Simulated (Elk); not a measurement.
# Cr: non-collinear starts, part 2 of 2

Aim: see whether a non-collinear arrangement of the moments of Cr lies under the collinear ones.

Elk 11.2.3 (patched build); LDA (Perdew-Wang); all-electron APW+lo, Dirac cores, scalar-relativistic bands.

So far. Step 3 (Start 2: two sublattices 60 degrees apart): It lies 20.5 meV a seeded atom under the first start, and its largest moment is 1.24 μB against 4.7e-5 μB. Step 4 (Start 3: random 2): It lies 20.4 meV a seeded atom under the first start, and its largest moment is 1.24 μB against 4.7e-5 μB.

## Step 5: Start 4: random 1

A random start has no symmetry to hold it, so the moments can find their own angles.

elk.in

```
tasks
  0

xctype
  3

rgkmax
  8.0

nempty
  12

swidth
  0.002

reducebf
  0.5

epsengy
  1e-06

maxscl
  120

lmaxi
  2

mixtype
  1

beta0
  0.05

vkloff
  0.500000 0.500000 0.500000

spinpol
  .true.

sppath
  './'

avec
  5.61040667272 0.00000000000 0.00000000000
  0.00000000000 5.61040667272 0.00000000000
  0.00000000000 0.00000000000 5.61040667272

atoms
  1
  'Cr.in'
  2
  0.0000000000 0.0000000000 0.0000000000   -0.059377 0.020213 -0.041115
  0.5000000000 0.5000000000 0.5000000000   -0.060667 0.022695 0.037808

ngridk
  7 7 7
```

Run with:

```console
OMP_NUM_THREADS=2 elk
```

Numbers of over 12 decimals in the logs are rounded to 6 here.

Output:

```text
┌─────────────────────────┐
│ Elk code version 11.2.3 │
└─────────────────────────┘

All units are atomic (Hartree, Bohr, etc.)

┌─────────────────────────────────────────────────┐
│ Ground-state run starting from atomic densities │
└─────────────────────────────────────────────────┘

Lattice vectors :
   5.610406673       0.000000000       0.000000000
   0.000000000       5.610406673       0.000000000
   0.000000000       0.000000000       5.610406673

Species : 1 (Cr)
 muffin-tin radius :    2.400000000
[...]
error                       :   0.2325872522E-03

Moments :
 interstitial                :  -0.1862334537E-06  0.3894722539E-06  0.2328403547E-04
 muffin-tins
  species : 1 (Cr)
   atom 1                    :  -0.1105587418E-01  0.1997167397E-01   1.236157378
   atom 2                    :   0.1105636661E-01 -0.1997216248E-01  -1.236183304
 total in muffin-tins        :   0.4924266029E-06 -0.4885132562E-06 -0.2592673459E-04
 total moment                :   0.3061931492E-06 -0.9904100223E-07 -0.2642699113E-05

┌──────────────────────────────┐
│ Self-consistent loop stopped │
└──────────────────────────────┘

Wrote STATE.OUT

[key lines of the parts left out:]
total energy                :     -2097.7502981473
```

Wall time 100 s (2 threads of Arm Neoverse V2, shared host); peak memory 0.08 GiB.

Spin moment in the muffin-tin sphere by atom:

```tsv
atom	x (μB)	y (μB)	z (μB)	size
Cr1	-0.01	0.02	1.24	1.24
Cr2	0.01	-0.02	-1.24	1.24
```

This step gave:

```yaml
density_of_states_at_the_fermi_level: 0.5629 states/eV/cell
moment_between_the_spheres: 0, 0, 0 μB
magnetization: 0, 0, 0 μB
final_state: antiferromagnetic
```

It lies 20.5 meV a seeded atom under the first start, and its largest moment is 1.24 μB against 4.7e-5 μB.

## Step 6: Start 5: collinear alternating

A symmetric texture tests one pattern of angles.

Edit elk.in of step 5 so:

```diff
@@ -51,4 +51,4 @@
   2
-  0.0000000000 0.0000000000 0.0000000000   -0.059377 0.020213 -0.041115
-  0.5000000000 0.5000000000 0.5000000000   -0.060667 0.022695 0.037808
+  0.0000000000 0.0000000000 0.0000000000   0.000100 0.000000 -0.075000
+  0.5000000000 0.5000000000 0.5000000000   0.000100 0.000000 0.075000
```

Run with:

```console
OMP_NUM_THREADS=2 elk
```

Output:

```text
┌─────────────────────────┐
│ Elk code version 11.2.3 │
└─────────────────────────┘

All units are atomic (Hartree, Bohr, etc.)

┌─────────────────────────────────────────────────┐
│ Ground-state run starting from atomic densities │
└─────────────────────────────────────────────────┘

Lattice vectors :
   5.610406673       0.000000000       0.000000000
   0.000000000       5.610406673       0.000000000
   0.000000000       0.000000000       5.610406673

Species : 1 (Cr)
 muffin-tin radius :    2.400000000
[...]
error                       :   0.2325999156E-03

Moments :
 interstitial                :  -0.2015953241E-12 -0.2195391465E-23  0.4939152481E-17
 muffin-tins
  species : 1 (Cr)
   atom 1                    :  -0.7387322207E-12 -0.1768266231E-06   1.236505374
   atom 2                    :  -0.7387322207E-12  0.1768266231E-06  -1.236505374
 total in muffin-tins        :  -0.1477464441E-11   0.000000000       0.000000000
 total moment                :  -0.1679059765E-11 -0.2195391465E-23  0.4939152481E-17

┌──────────────────────────────┐
│ Self-consistent loop stopped │
└──────────────────────────────┘

Wrote STATE.OUT

[key lines of the parts left out:]
total energy                :     -2097.7502866168
```

The job ended after 70 s (2 threads; peak memory 0.07 GiB; 2.2 min of CPU time).

Numbers from this step:

| Quantity | Value |
| --- | --- |
| density of states at the Fermi level | 0.5628 states/eV/cell |
| moment between the spheres | 0, 0, 0 μB |
| magnetization | 0, 0, 0 μB |
| final state | antiferromagnetic |
| largest moment | 1.237 μB |

It lies 20.4 meV a seeded atom under the first start, and its largest moment is 1.24 μB against 4.7e-5 μB.

## Step 7: An attempt with other settings

A slip in the input shows what the program catches and what it lets pass.

elk.in

```
tasks
  0

xctype
  3

rgkmax
  8.0

nempty
  12

swidth
  0.002

reducebf
  0.5

epsengy
  1e-06

maxscl
  50

lmaxi
  1

mixtype
  1

beta0
  0.05

vkloff
  0.500000 0.500000 0.500000

spinpol
  .true.

lmaxapw
  2

lmaxo
  2

sppath
  './'

avec
  5.61040667272 0.00000000000 0.00000000000
  0.00000000000 5.61040667272 0.00000000000
  0.00000000000 0.00000000000 5.61040667272

atoms
  1
  'Cr.in'
  2
  0.0000000000 0.0000000000 0.0000000000   0.000000 0.000000 -0.075000
  0.5000000000 0.5000000000 0.5000000000   0.000000 0.000000 0.075000

ngridk
  7 7 7
```

Run with:

```console
OMP_NUM_THREADS=2 elk
```

Output:

```text
┌─────────────────────────────────┐
│ Elk code version 11.2.3 started │
└─────────────────────────────────┘

Error(readinput): lmaxo < 3 : 2
```

It took 0.01 s on 2 threads; peak memory 0.05 GiB.

The program refused the input before any cycle.

The fault put into the input: angular cutoffs far too low.

Cut at l = 2, the expansion in the spheres loses all higher parts of the states and of the density, such as products of d states; lmaxapw 8 and lmaxo 6 are usual.

## Step 8: Ranking

Textures, by row:

```tsv
start	final state	energy over the lowest (meV a seeded atom)	smallest moment (μB)	largest moment (μB)	net moment (μB a cell)	angles to the first moment (degrees)
collinear parallel	non-magnetic	20.51	0	0	9.17e-5	0
two sublattices 60 degrees apart	antiferromagnetic	0.05248	1.236	1.236	0	180
random 2	antiferromagnetic	0.1149	1.236	1.236	0	180
random 1	antiferromagnetic	0	1.236	1.236	0	180
collinear alternating	antiferromagnetic	0.1569	1.237	1.237	0	180
```

## Step 9: Results

```
lowest starts   : two sublattices 60 degrees apart, random 2, random 1 and collinear alternating
its final state : antiferromagnetic
its moments     : 1.24 μB
its net moment  : 0 μB a cell
```

No start ends non-collinear; the lowest state is antiferromagnetic. The starts two sublattices 60 degrees apart, random 2, random 1 and collinear alternating end within 0.5 meV of one another in the same kind of state, so no order among them can be read. The mesh is coarse, so differences of some ten meV can be noise in a metal. Directions relax slowly, so a converged non-collinear state can be a saddle point that symmetry holds. Without spin–orbit coupling only the angles between moments matter.

[Logs and program files are shortened in this print: banners, set-up blocks, solver, clock and traceback lines can be left out without a mark of their own.]

[Logs are printed without paths, hosts, clocks, repeated set-up lines and the standing remarks that a program may print on its own settings, such as how far it seeks lower states.]

[Hosts, paths, dates, database ids (printed as entryN), source tags and the programs' standing remarks are cut or masked in the printed files.]

[Where a cell is said to come from a database of computed structures, the database is the Materials Project.]
